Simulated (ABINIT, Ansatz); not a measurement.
Planning a run of ABINIT 10.8.3 on Ga2O3 (C2/m). The input:

```
acell 3*1.0 Angstrom
rprim 
  6.107000000000 -1.518550000000 0.000000000000
  6.107000000000 1.518550000000 0.000000000000
  -1.385988895900 0.000000000000 5.630008738000
ntypat 2
znucl 31 8
natom 10
typat 1 1 1 1 2 2 2 2 2 2
xred 
  0.090500000000 0.090500000000 0.794600000000
  0.909500000000 0.909500000000 0.205400000000
  0.658660000000 0.658660000000 0.314020000000
  0.341340000000 0.341340000000 0.685980000000
  0.164500000000 0.164500000000 0.109800000000
  0.835500000000 0.835500000000 0.890200000000
  0.173300000000 0.173300000000 0.563200000000
  0.826700000000 0.826700000000 0.436800000000
  0.495900000000 0.495900000000 0.256600000000
  0.504100000000 0.504100000000 0.743400000000
pp_dirpath "pseudos"
pseudos "Ga.upf, O.upf"
ecut 45
ngkpt 4 4 2
nshiftk 1
shiftk 0 0 0
kptopt 1
chksymbreak 0
istwfk *1
occopt 1
irdwfk 1
optdriver 4
nband 156
gwcalctyp 0
ecutsigx 45
symsigma 1
nkptgw 2
kptgw 
  0.5000000000 0.5000000000 0.5000000000
  0.0000000000 0.0000000000 0.0000000000
bdgw 
  59 62
  59 62
ecuteps 4.2
irdscr 1
ppmodel 3
indata_prefix "in"
outdata_prefix "out"
tmpdata_prefix "tmp"
```

```sh
OMP_NUM_THREADS=1 mpirun -n 16 abinit run.abi > log
```

**Question.** Estimate wall time and host memory on 16 MPI ranks of Arm Neoverse N1, shared host.

It took 26 s; on shared hardware allow 13 s to 52 s. Peak host memory was 9.3 GiB.

[Paths, hosts, dates, memory and timing lines, banners, echoed tables and standing remarks are left out of the program output.]

[Logs are printed without paths, hosts, clocks, repeated set-up lines and the standing remarks that a program may print on its own settings, such as how far it seeks lower states.]

[Runs of the session that timed out or met a known fault of the program may be left out.]

[Hosts, paths, dates, database ids (printed as entryN), source tags and the programs' standing remarks are cut or masked in the printed files.]

[G0W0 gaps are taken among the corrected bands and points alone; a level outside them can change the order at an edge.]

[Where Ansatz stands beside ABINIT at settings called matched, ABINIT's density can come from a denser mesh and the files from another edition; pairs whose starting gaps differed by over 0.03 eV were left out, so agreement reads better than it is.]
